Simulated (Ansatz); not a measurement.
## V3GaMo2, from a guessed structure to a relaxed one

This structure for V3GaMo2 is made up. Its elements were placed in a known structure type with a cell scaled to their sizes. What cell does the guess relax to, and how far off was it?

Main program and level: Ansatz 0.2.0; DFT, PBEsol, plane-wave PAW, files of the set soft_1, scalar-relativistic, ferromagnetic start, cell and ions relaxed at zero pressure; PAW set soft_1.

## Step 1: The starting structure

Symmetry: P-4m2, No. 115, tetragonal system. The conventional cell has a = 3.359 Å, b = 3.359 Å, c = 7.553 Å, α = 90.00°, β = 90.00°, γ = 90.00°. Nearest to Mo lie 7 V at 2.55 to 2.68 Å and 2 Ga at 2.59 Å. Nearest to Ga lie 4 V at 2.38 Å and 4 Mo at 2.59 Å. Nearest to V lie 4 Ga at 2.38 Å and 4 Mo at 2.59 Å. V has 5 Mo at 2.55 to 2.68 Å nearest. Farther neighbours are not listed.

## Step 2: Relaxation of the guess

The guess takes its coordinates from another compound and its volume from a rule, so the cell and any free coordinates are relaxed together.

input.yaml reads:

```yaml
crystal:
  lattice:
    - [3.359, 0.0, 0.0]
    - [0.0, 3.359, 0.0]
    - [0.0, 0.0, 7.553]
  atoms:
    - { symbol: Mo, position: [0.0, 0.5, 0.2607], spin: 1.0 }
    - { symbol: Mo, position: [0.5, 0.0, 0.7393], spin: 1.0 }
    - { symbol: Ga, position: [0.5, 0.5, 0.0] }
    - { symbol: V, position: [0.0, 0.0, 0.0], spin: 2.0 }
    - { symbol: V, position: [0.0, 0.5, 0.6161], spin: 2.0 }
    - { symbol: V, position: [0.5, 0.0, 0.3839], spin: 2.0 }
magnetization:
  spin_polarized: true
kpoints:
  mp_grid: { grid: [8, 8, 4] }
scf:
  occupations: { method: fermi_dirac, width: 0.05 }
hamiltonian:
  xc: pbesol
  pseudopotentials: { kind: paw, azcp: { folder: soft_1 }, xc_functional: pbe }
relax:
  f_tol: 0.015
  max_steps: 70
  cell: {}
output:
  forces: true
  stress: true
```

The run is started by

```sh
$ ansatz run input.yaml --threads 4 --pin off --max-ram 10240MiB --backend cpu --events-out ev --progress --plain --runs-dir out
```

Numbers of over 12 decimals in the logs are rounded to 6 here.

Output:

```text
Engine: ansatz 0.2.0, aarch64-unknown-linux-gnu
Pseudopotentials: kind: paw
Pseudopotential: Mo, paw, valence charge 14, recommended cutoff 420 eV (normal), soft_1/Mo.paw.azcp
Pseudopotential: Ga, paw, valence charge 13, recommended cutoff 420 eV (normal), soft_1/Ga.paw.azcp
Pseudopotential: V, paw, valence charge 13, recommended cutoff 420 eV (normal), soft_1/V.paw.azcp
Functional definition: PBEsol
  exchange = pbesol_x
  correlation = pbesol_c
Crystal: 6 atoms, lattice volume = 85.220 Å³
Basis set: ecut = 420 eV, 1657 PW (Γ), exchange–correlation on 48×48×108 points (8 copies of the dense FFT grid, shifted against one another)
Bands: 53, of which v1, the nominal top of the filled ones, is band 40 counted from 1 (39 counted from 0)
Symmetry: 8 space group operations
Space group: P-4m2 (ITA 115), of the structure as read, at distance tolerance 4.4e-5 Å
Magnetic group: BNS 115.283 (UNI 943), of the structure as read, at distance tolerance 4.4e-5 Å
k-points: 45 of 256 (time reversal used)
Non-local potential: Mo, projectors of the file, l = 0: 3, l = 1: 2, l = 2: 2, l = 3: 1
Non-local potential: Ga, projectors of the file, l = 0: 2, l = 1: 2, l = 2: 3, l = 3: 1
Non-local potential: V, projectors of the file, l = 0: 3, l = 1: 2, l = 2: 3, l = 3: 1
PAW form: soft (Blöchl's): semilocal exchange-correlation on the pseudo side does not see the compensation charge
PAW frozen core: Mo, regenerated for the run's functional, and the local potential with it (the file was generated under x = pbe(κ = 0.804, μ = 0.219515), c = pbe(β = 0.066725))
PAW frozen core: Ga, regenerated for the run's functional, and the local potential with it (the file was generated under x = pbe(κ = 0.804, μ = 0.219515), c = pbe(β = 0.066725))
PAW frozen core: V, regenerated for the run's functional, and the local potential with it (the file was generated under x = pbe(κ = 0.804, μ = 0.219515), c = pbe(β = 0.066725))
PAW one-centre angular grid: Mo, 590 points (default); XC on 64 Gauss nodes
PAW one-centre angular grid: Ga, 590 points (default); XC on 64 Gauss nodes
PAW one-centre angular grid: V, 590 points (default); XC on 64 Gauss nodes
Initial density: superposition of atomic densities (chi_scale 0.1, normalization cell)
Starting moments: Σ|m| = 8 μB on 5 of 6 sites
Initial wavefunctions: pseudopotential atomic-orbital guess
Functional: x = pbesol(κ = 0.804, μ = 0.123457), c = pbesol(β = 0.046)
SCF iter   1: F=—  HF=-22190.716749 eV  |F-HF|=—  |Δ(HF+E_count)|=         —  Δρ=7.74e-2 (↑7.74e-2 ↓3.80e-2)  dr2=5.41e0  dr2_m=1.68e0  M=4.072 μB ∫|m|=4.154 μB  β_m=0.30  ethr=3.10e-3  ⟨swp⟩=5.9  Hψ=14640  notcnv=0
Mixer restart at iter 1: flushing history
preconditioner: auto → Kerker (q_TF=auto, 2.700 Å⁻¹)  [metal: Δε(μ)=0.012 eV  Ē_g=8.137 eV  σ=0.050 eV  W_gap=0.06  n_scr=30 (ndim 8)  ℏωp=25.4 eV  f_vac=0.000  D(μ)=5.64/eV (n_scr^D=56)]
spin=Collinear: Kerker preconditioning applied to the charge; magnetization (m = ρ↑ − ρ↓) channel mixes plain (no charge-response kernel on spin).
SCF iter   2: F=—  HF=-22189.679061 eV  |F-HF|=—  |Δ(HF+E_count)|=    1.04e0  Δρ=5.34e-2 (↑5.34e-2 ↓3.31e-2)  dr2=2.61e0  dr2_m=9.78e-1  M=3.716 μB ∫|m|=3.814 μB  β_m=0.63  ethr=3.10e-3  ⟨swp⟩=2.6  Hψ=8118  notcnv=0  defer=292
SCF iter   3: F=—  HF=-22191.200068 eV  |F-HF|=—  |Δ(HF+E_count)|=    1.52e0  Δρ=1.79e-2 (↑1.76e-2 ↓1.79e-2)  dr2=1.48e-1  dr2_m=2.17e-1  M=2.274 μB ∫|m|=2.673 μB  β_m=0.75  ethr=3.10e-3  ⟨swp⟩=2.5  Hψ=8540  notcnv=0  defer=293
SCF iter   4: F=—  HF=-22191.941071 eV  |F-HF|=—  |Δ(HF+E_count)|=         —  Δρ=3.18e-2 (↑3.18e-2 ↓3.14e-2)  dr2=4.51e-2  dr2_m=7.69e-1  M=0.252 μB ∫|m|=0.629 μB  β_m=1.00  ethr=1.86e-4  ⟨swp⟩=2.7  Hψ=8378  notcnv=0  defer=216
Mixer restart at iter 4: flushing history
SCF iter   5: F=—  HF=-22191.799809 eV  |F-HF|=—  |Δ(HF+E_count)|=   1.41e-1  Δρ=8.59e-3 (↑8.59e-3 ↓4.09e-3)  dr2=7.46e-2  dr2_m=2.19e-2  M=0.083 μB ∫|m|=0.247 μB  β_m=0.75  ethr=6.25e-5  ⟨swp⟩=2.5  Hψ=8369  notcnv=0  defer=220
SCF iter   6: F=—  HF=-22191.820984 eV  |F-HF|=—  |Δ(HF+E_count)|=   2.12e-2  Δρ=4.29e-3 (↑4.29e-3 ↓3.51e-3)  dr2=1.77e-2  dr2_m=6.64e-3  M=0.041 μB ∫|m|=0.130 μB  β_m=0.69  ethr=6.25e-5  ⟨swp⟩=2.3  Hψ=9062  notcnv=0  defer=209
SCF iter   7: F=—  HF=-22191.806660 eV  |F-HF|=—  |Δ(HF+E_count)|=   1.43e-2  Δρ=2.59e-3 (↑2.59e-3 ↓1.92e-3)  dr2=6.47e-3  dr2_m=3.16e-3  M=0.027 μB ∫|m|=0.088 μB  β_m=0.75  ethr=2.21e-5  ⟨swp⟩=2.3  Hψ=7974  notcnv=0  defer=189
SCF iter   8: F=—  HF=-22191.804109 eV  |F-HF|=—  |Δ(HF+E_count)|=   2.55e-3  Δρ=1.12e-3 (↑1.12e-3 ↓6.31e-4)  dr2=5.64e-4  dr2_m=5.31e-4  M=0.012 μB ∫|m|=0.038 μB  β_m=0.76  ethr=8.08e-6  ⟨swp⟩=2.0  Hψ=8623  notcnv=0  defer=190
SCF iter   9: F=—  HF=-22191.803855 eV  |F-HF|=—  |Δ(HF+E_count)|=   2.54e-4  Δρ=5.33e-4 (↑1.51e-4 ↓5.33e-4)  dr2=4.72e-4  dr2_m=5.09e-5  M=0.004 μB ∫|m|=0.013 μB  β_m=0.88  ethr=7.06e-7  ⟨swp⟩=2.0  Hψ=8499  notcnv=0  defer=184
SCF iter  10: F=—  HF=-22191.803883 eV  |F-HF|=—  |Δ(HF+E_count)|=   2.73e-5  Δρ=1.88e-4 (↑1.88e-4 ↓1.16e-4)  dr2=1.30e-5  dr2_m=1.49e-5  M=0.002 μB ∫|m|=0.006 μB  β_m=0.94  ethr=5.90e-7  ⟨swp⟩=2.0  Hψ=7478  notcnv=0  defer=184
SCF iter  11: F=—  HF=-22191.803900 eV  |F-HF|=—  |Δ(HF+E_count)|=   1.69e-5  Δρ=8.98e-5 (↑8.98e-5 ↓4.33e-5)  dr2=4.28e-6  dr2_m=2.64e-6  M=0.001 μB ∫|m|=0.003 μB  β_m=0.83  ethr=1.63e-8  ⟨swp⟩=2.0  Hψ=8007  notcnv=0  defer=184
SCF iter  12: F=—  HF=-22191.803904 eV  |F-HF|=—  |Δ(HF+E_count)|=   4.63e-6  Δρ=1.84e-5 (↑1.45e-5 ↓1.84e-5)  dr2=5.83e-7  dr2_m=1.16e-7  M=0.000 μB ∫|m|=0.001 μB  β_m=0.77  ethr=5.35e-9  ⟨swp⟩=2.0  Hψ=8050  notcnv=0  defer=184
SCF iter  13: F=—  HF=-22191.803904 eV  |F-HF|=—  |Δ(HF+E_count)|=   2.03e-7  Δρ=8.10e-6 (↑8.10e-6 ↓7.23e-6)  dr2=3.00e-7  dr2_m=9.28e-9  M=0.000 μB ∫|m|=0.000 μB  β_m=0.88  ethr=7.29e-10  ⟨swp⟩=2.0  Hψ=5724  notcnv=0  defer=184
SCF iter  14: F=—  HF=-22191.803904 eV  |F-HF|=—  |Δ(HF+E_count)|=   2.00e-8  Δρ=1.70e-6 (↑1.19e-6 ↓1.70e-6)  dr2=1.13e-8  dr2_m=2.90e-10  M=-0.000 μB ∫|m|=0.000 μB  β_m=0.94  ethr=3.75e-10  ⟨swp⟩=2.0  Hψ=5926  notcnv=0  defer=184
SCF iter  15: F=—  HF=-22191.803904 eV  |F-HF|=—  |Δ(HF+E_count)|=   5.68e-9  Δρ=9.46e-7 (↑9.32e-7 ↓9.46e-7)  dr2=4.18e-9  dr2_m=2.05e-11  M=0.000 μB ∫|m|=0.000 μB  β_m=0.97  ethr=1.42e-11  ⟨swp⟩=2.1  Hψ=6279  notcnv=0  defer=184
SCF iter  16: F=-22191.803904 eV  HF=-22191.803904 eV  |F-HF|=1.22e-9  |Δ(HF+E_count)|=  6.91e-10  Δρ=4.46e-7 (↑3.93e-7 ↓4.46e-7)  dr2=1.15e-9  dr2_m=1.07e-12  M=0.000 μB ∫|m|=0.000 μB  ethr=5.22e-12  ⟨swp⟩=1.0  Hψ=11721  notcnv=0
[...]
relax step  12: F+E_penalty+E_count = -22192.88102920 eV  Δ(F+E_penalty+E_count) = +1.882e-3 eV  max|allowed force component| = 6.031e-2 eV/Å  Δτ_max = 0.0122 Å  P = -1.788 GPa  Ω = 86.553 Å³  energy of the carried Pulay correction = -8.086e-4 eV  (12 SCF iters, dr2 threshold 6.00e-7 eV, rejected (line search))
relax step  13: F+E_penalty+E_count = -22192.88623542 eV  Δ(F+E_penalty+E_count) = -3.324e-3 eV  max|allowed force component| = 1.436e-2 eV/Å  Δτ_max = 0.0043 Å  P = +0.138 GPa  Ω = 85.702 Å³  energy of the carried Pulay correction = -2.941e-4 eV  (17 SCF iters, accepted)
relax step  14: F+E_penalty+E_count = -22192.88630324 eV  Δ(F+E_penalty+E_count) = -6.782e-5 eV  max|allowed force component| = 1.571e-3 eV/Å  Δτ_max = 0.0022 Å  P = -0.004 GPa  Ω = 85.765 Å³  energy of the carried Pulay correction = -3.322e-4 eV  (9 SCF iters, dr2 threshold 1.43e-7 eV, accepted)
relax step  15: F+E_penalty+E_count = -22192.88949544 eV  Δ(F+E_penalty+E_count) = -3.192e-3 eV  max|allowed force component| = 9.140e-4 eV/Å  Δτ_max = 0.0000 Å  P = +0.031 GPa  Ω = 85.765 Å³  stress off target by 6.10e-2 GPa  SCF on the basis re-selected at this cell (its energy is not comparable with the rows above)  (12 SCF iters)
relax step  16: F+E_penalty+E_count = -22192.88949956 eV  Δ(F+E_penalty+E_count) = -4.117e-6 eV  max|allowed force component| = 1.150e-4 eV/Å  Δτ_max = 0.0010 Å  P = +0.001 GPa  Ω = 85.778 Å³  energy of the carried Pulay correction = -9.788e-6 eV  (9 SCF iters, dr2 threshold 9.31e-9 eV, accepted)
iter 1 solved again at ethr=7.47e-8 eV; its pass at ethr=3.10e-3 eV (dr2=5.98e-5 eV) is discarded
SCF iter   1: F=—  HF=-22192.889530 eV  |F-HF|=—  |Δ(HF+E_count)|=         —  Δρ=1.39e-4 (↑1.39e-4 ↓1.39e-4)  dr2=1.36e-6  dr2_m=3.83e-12  M=-0.000 μB ∫|m|=0.000 μB  β_m=0.65  ethr=7.47e-8  ⟨swp⟩=3.0  Hψ=26294  notcnv=0
preconditioner: auto → Kerker (q_TF=auto, 2.170 Å⁻¹)  [metal: Δε(μ)=0.019 eV  Ē_g=7.427 eV  σ=0.050 eV  W_gap=0.09  n_scr=16 (ndim 8)  ℏωp=25.4 eV  f_vac=0.000  D(μ)=5.69/eV (n_scr^D=54)]
spin=Collinear: Kerker preconditioning applied to the charge; magnetization (m = ρ↑ − ρ↓) channel mixes plain (no charge-response kernel on spin).
SCF iter   2: F=—  HF=-22192.889538 eV  |F-HF|=—  |Δ(HF+E_count)|=   7.61e-6  Δρ=4.95e-5 (↑4.95e-5 ↓4.95e-5)  dr2=1.73e-7  dr2_m=1.36e-12  M=-0.000 μB ∫|m|=0.000 μB  β_m=0.65  ethr=1.69e-9  ⟨swp⟩=1.6  Hψ=4942  notcnv=0
SCF iter   3: F=—  HF=-22192.889539 eV  |F-HF|=—  |Δ(HF+E_count)|=   1.29e-6  Δρ=4.02e-7 (↑4.02e-7 ↓3.84e-7)  dr2=3.21e-10  dr2_m=7.11e-13  M=-0.000 μB ∫|m|=0.000 μB  β_m=0.54  ethr=2.16e-10  ⟨swp⟩=1.1  Hψ=4775  notcnv=0
SCF iter   4: F=—  HF=-22192.889530 eV  |F-HF|=—  |Δ(HF+E_count)|=   9.03e-6  Δρ=1.30e-7 (↑1.13e-7 ↓1.30e-7)  dr2=5.08e-11  dr2_m=1.00e-12  M=-0.000 μB ∫|m|=0.000 μB  β_m=0.60  ethr=1.00e-12  ⟨swp⟩=2.0  Hψ=8440  notcnv=0
SCF iter   5: F=—  HF=-22192.889530 eV  |F-HF|=—  |Δ(HF+E_count)|=  1.02e-10  Δρ=9.60e-8 (↑7.20e-8 ↓9.60e-8)  dr2=5.11e-11  dr2_m=4.35e-13  M=-0.000 μB ∫|m|=0.000 μB  β_m=0.80  ethr=1.00e-12  ⟨swp⟩=1.0  Hψ=4770  notcnv=0
SCF iter   6: F=—  HF=-22192.889530 eV  |F-HF|=—  |Δ(HF+E_count)|=  6.55e-11  Δρ=6.53e-8 (↑5.26e-8 ↓6.53e-8)  dr2=3.73e-11  dr2_m=1.62e-13  M=-0.000 μB ∫|m|=0.000 μB  β_m=0.90  ethr=1.00e-12  ⟨swp⟩=1.3  Hψ=4812  notcnv=0
SCF iter   7: F=—  HF=-22192.889530 eV  |F-HF|=—  |Δ(HF+E_count)|=  3.27e-11  Δρ=3.73e-8 (↑3.09e-8 ↓3.73e-8)  dr2=5.20e-12  dr2_m=1.57e-14  M=-0.000 μB ∫|m|=0.000 μB  β_m=0.79  ethr=1.00e-12  ⟨swp⟩=1.7  Hψ=4963  notcnv=0
SCF iter   8: F=—  HF=-22192.889530 eV  |F-HF|=—  |Δ(HF+E_count)|=  3.64e-12  Δρ=9.55e-9 (↑9.55e-9 ↓8.90e-9)  dr2=5.42e-13  dr2_m=2.47e-15  M=-0.000 μB ∫|m|=0.000 μB  β_m=0.90  ethr=1.00e-12  ⟨swp⟩=1.0  Hψ=4770  notcnv=0
SCF iter   9: F=-22192.889530 eV  HF=-22192.889530 eV  |F-HF|=1.46e-11  |Δ(HF+E_count)|=    0.00e0  Δρ=4.41e-8 (↑4.38e-8 ↓4.41e-8)  dr2=1.76e-11  dr2_m=4.96e-16  M=-0.000 μB ∫|m|=0.000 μB  ethr=1.00e-12  ⟨swp⟩=1.1  Hψ=9908  notcnv=0
the starting moments were not kept: the SCF closed with an absolute magnetisation of 1.5e-7 μB, where they sum to 8 μB in size (5 sites). That is at most 0.1 of that sum. Measured as dr2_m measures the in/out step, that magnetisation stands 4.7e-15 eV from none, at or under the dr2_threshold of 6.0e-11 eV: it is no larger than a step whose dr2_m would equal this threshold.
SCF 17 converged in 9 iterations: F = -22192.889530 eV  dr2 = 1.76e-11
relax step  17: F+E_penalty+E_count = -22192.88953017 eV  Δ(F+E_penalty+E_count) = -3.061e-5 eV  max|allowed force component| = 1.430e-4 eV/Å  Δτ_max = 0.0000 Å  P = +0.001 GPa  Ω = 85.778 Å³  stress off target by 1.55e-3 GPa  SCF on the basis re-selected at this cell (its energy is not comparable with the rows above)  (9 SCF iters)
basis re-selected at this cell: Δ(F+E_penalty+E_count) = -3.061e-5 eV, ΔP = -0.000 GPa vs the last step (what re-selecting the basis moved, of the pressure what is left beyond the Pulay correction that the steps carried, after the strain that the cell walked since its last selection, with what the two solves' SCF thresholds leave and, on support functions, any second-order correction that the steps lacked; it is no m [...]
SCF converged after 9 iterations
Magnetization: -0.0000 μB (40.0000 up, 40.0000 down)
Absolute magnetization: 0.0000 μB (∫|ρ↑−ρ↓|, with the PAW one-centre terms)
Spin contamination: 0.0000 ħ² per cell (⟨S²⟩ above its minimum at these occupations)
Per-site moments (μB) at R_I (Å): [(1.0431191497106094e-8, 1.045741), (1.0431191517604801e-8, 1.045741), (4.090022949793316e-10, 1.031223), (3.6455813453494774e-9, 1.031223), (-5.077920622593196e-8, 1.045741), (-5.0779206229510254e-8, 1.045741)]
Free energy (F): -22192.889530 eV
Harris-Foulkes:  -22192.889530 eV  (|F-HF|=1.46e-11)
Internal energy: -22192.842717 eV  (E = F + TS)
E sigma→0 (E₀):  -22192.866124 eV
Entropy (-TS):   -0.046813 eV (-7.802 meV/atom)
Fermi energy:    17.593338 eV
--- Per-component energies (eV) ---
  E_band       = -529.189180
  E_kinetic    = 1850.268126
  E_local      = -5802.381612  (includes V_loc(G=0)·N_el)
  E_nonlocal   = 463.208731
  E_hartree    = 2629.208364
  E_xc         = -758.379178
  E_vxc        = -933.050204  (∫ρ·V_xc dr)
  E_paw        = -11558.744096  (= ΣΔE_a)
  E_vpaw       = -1365.653813  (= ΣTr[D̂ρ^β])
  E_aug_tail   = 0.002932  (compensation charges beyond the density's cutoff)
  E_ewald      = -9017.756600
  E_core_change = 1.730617  (= ΣΔE_core)
  E_smearing   = -0.046813  (= −TS)
  E_closure    = 0.000000  (closes the sum)
  Σ components = -22192.889530   (vs F -22192.889530, Δ=0.00e0)
--- Forces (eV/Å), atoms counted from 1 ---
  atom   1  Mo    -0.00000000     0.00000000    -0.00009893
  atom   2  Mo    -0.00000000     0.00000000     0.00009893
  atom   3  Ga     0.00000000     0.00000000    -0.00000000
  atom   4  V      0.00000000     0.00000000    -0.00000000
  atom   5  V     -0.00000000     0.00000000    -0.00014299
  atom   6  V     -0.00000000     0.00000000     0.00014299
  max |Σ_I F_I| component: 1.08e-16 eV/Å
--- Stress (GPa, compression-positive) ---
        0.001552       0.000000      -0.000000
        0.000000       0.001552       0.000000
       -0.000000       0.000000      -0.001323
  P = ⅓ Tr σ = 0.0006 GPa (0.006 kbar)
--- Relaxed structure (15 steps of the walk, 13 accepted, 2 SCFs on fresh bases) ---
  F+E_penalty+E_count = -22192.88953017 eV   max|allowed force component| = 1.430e-4 eV/Å   (the final SCF, on the basis selected at the relaxed cell)
  cell:  # Å, volume = 85.7779 Å³
    - [3.535441, 0.0, 0]
    - [0.0, 3.535441, 0.0]
    - [0, 0.0, 6.862595]
  atoms:
    - { symbol: Mo, position: [0, 0.500000, 0.341869] }
    - { symbol: Mo, position: [0.500000, 0.0, 0.658131] }
    - { symbol: Ga, position: [0.500000, 0.500000, 6.124625008965291e-19] }
    - { symbol: V, position: [0, 0.0, 6.124625008965291e-19] }
    - { symbol: V, position: [0, 0.500000, 0.719472] }
    - { symbol: V, position: [0.500000, 0.0, 0.280528] }
```

Elapsed: 4.8 min, on 4 threads of Arm Neoverse V1, shared host; peak memory 0.59 GiB; 19 min of CPU time.

The steps of the relaxation:

| step | energy less that of the first step (eV) | largest force component (eV/Å) | pressure (GPa) | volume (Å³) |
| --- | --- | --- | --- | --- |
| 1 | 0.0000 | 0.8210 | 9.70 | 85.22 |
| 2 | -0.1526 | 0.2632 | -2.30 | 90.26 |
| 3 | -0.2090 | 0.2810 | -1.49 | 89.66 |
| 4 | -0.2954 | 0.2304 | 0.21 | 88.18 |
| 5 | -0.3507 | 0.3726 | 0.48 | 87.68 |
| 6 | -0.5007 | 1.0150 | 1.00 | 86.84 |
| 7 | -0.6973 | 1.0504 | 2.22 | 85.71 |
| 8 | -0.8848 | 0.4787 | -1.04 | 86.50 |
| 9 | -1.0032 | 0.9979 | -1.33 | 86.43 |
| 10 | -0.9216 | 1.1499 | -0.17 | 86.41 |
| 11 | -1.0790 | 0.0508 | 1.45 | 85.14 |
| 12 | -1.0771 | 0.0603 | -1.79 | 86.55 |
| 13 | -1.0823 | 0.0144 | 0.14 | 85.70 |
| 14 | -1.0824 | 0.0016 | 0.00 | 85.76 |
| 15* | -1.0856 | 0.0009 | 0.03 | 85.76 |
| 16 | -1.0856 | 0.0001 | 0.00 | 85.78 |
| 17* | -1.0856 | 0.0001 | 0.00 | 85.78 |

Relaxation steps marked * repeat the geometry before them on a plane-wave basis chosen anew for their cell, so energy and pressure can jump there. Relaxation steps 10, 12 were tried and not accepted.

Forces are held to the 8 operations that the run works with; a distortion that breaks them can't arise in this run.

| conventional cell, symmetrised | before | after | change |
| --- | --- | --- | --- |
| a (Å) | 3.359 | 3.535 | +5.3 % |
| b (Å) | 3.359 | 3.535 | +5.3 % |
| c (Å) | 7.553 | 6.863 | -9.1 % |
| volume (Å³/atom) | 14.20 | 14.30 | +0.7 % |

The atoms that moved most (Å, as changes of fractional coordinates times the final cell):

| atom | dx | dy | dz | length |
| --- | --- | --- | --- | --- |
| V6 | 0.000 | 0.000 | -0.709 | 0.709 |
| V5 | 0.000 | 0.000 | 0.709 | 0.709 |
| Mo2 | 0.000 | 0.000 | -0.557 | 0.557 |
| Mo1 | 0.000 | 0.000 | 0.557 | 0.557 |

Final coordinates:

```xyz
6
Lattice="3.5354 0.0000 0.0000 0.0000 3.5354 0.0000 0.0000 0.0000 6.8626" Properties=species:S:1:pos:R:3 pbc="T T T"
Mo    0.0000    1.7677    2.3461
Mo    1.7677    0.0000    4.5165
Ga    1.7677    1.7677    0.0000
V     0.0000    0.0000    0.0000
V     0.0000    1.7677    4.9374
V     1.7677    0.0000    1.9251
```

Numbers from this step:

```yaml
free_energy: -22192.8895 eV
energy_at_zero_smearing: -22192.8661 eV
smearing_term_ts: 0.04681 eV
fermi_energy: 17.59 eV
electrons: 80
symmetry_operations: 8
pressure: 5.93e-4 GPa
```

Shortest distances by pair of elements, guess and relaxed (not always the same contact):

| pair | guess (Å) | relaxed (Å) |
| --- | --- | --- |
| Ga–V | 2.375 | 2.500 |
| Mo–V | 2.551 | 2.535 |
| V–V | 2.953 | 2.614 |
| Ga–Mo | 2.588 | 2.938 |
| Mo–Mo | 3.359 | 3.311 |

The relaxation ends with a largest force component of 1.4e-4 eV/Å and a pressure of 0.00 GPa. No moment survives the cycle: this start ends non-magnetic.

## Step 3: What came out

```yaml
space_group_relaxed: P-4m2
conventional_cell: a = 3.535, b = 3.535, c = 6.863 Å; α = 90.0°, β = 90.0°, γ = 90.0°
volume_per_atom: 14.30 Å³ (guess 14.20)
total_moment: 0.00 μB in the cell of 6 atoms
```

In words: V3GaMo2 relaxes to P-4m2 with a = 3.535, b = 3.535 and c = 6.863 Å. The guessed volume was near the relaxed one. The space group P-4m2 was held in the relaxation, so the end point is a stationary structure within it and may be a saddle against distortions or other arrangements. The moments died out from this one start and weren't seeded again at the relaxed cell. Mesh and cutoff weren't tested. A vector of the cell changed its length by 9 %, more than the volume shows. No dispersion term is used, so weakly bound directions may come out too long. Nothing here tests whether the compound is stable against decomposition.

[Logs are printed without paths, hosts, clocks, repeated set-up lines and the standing remarks that a program may print on its own settings, such as how far it seeks lower states.]

[Hosts, paths, dates, database ids (printed as entryN), source tags and the programs' standing remarks are cut or masked in the printed files.]
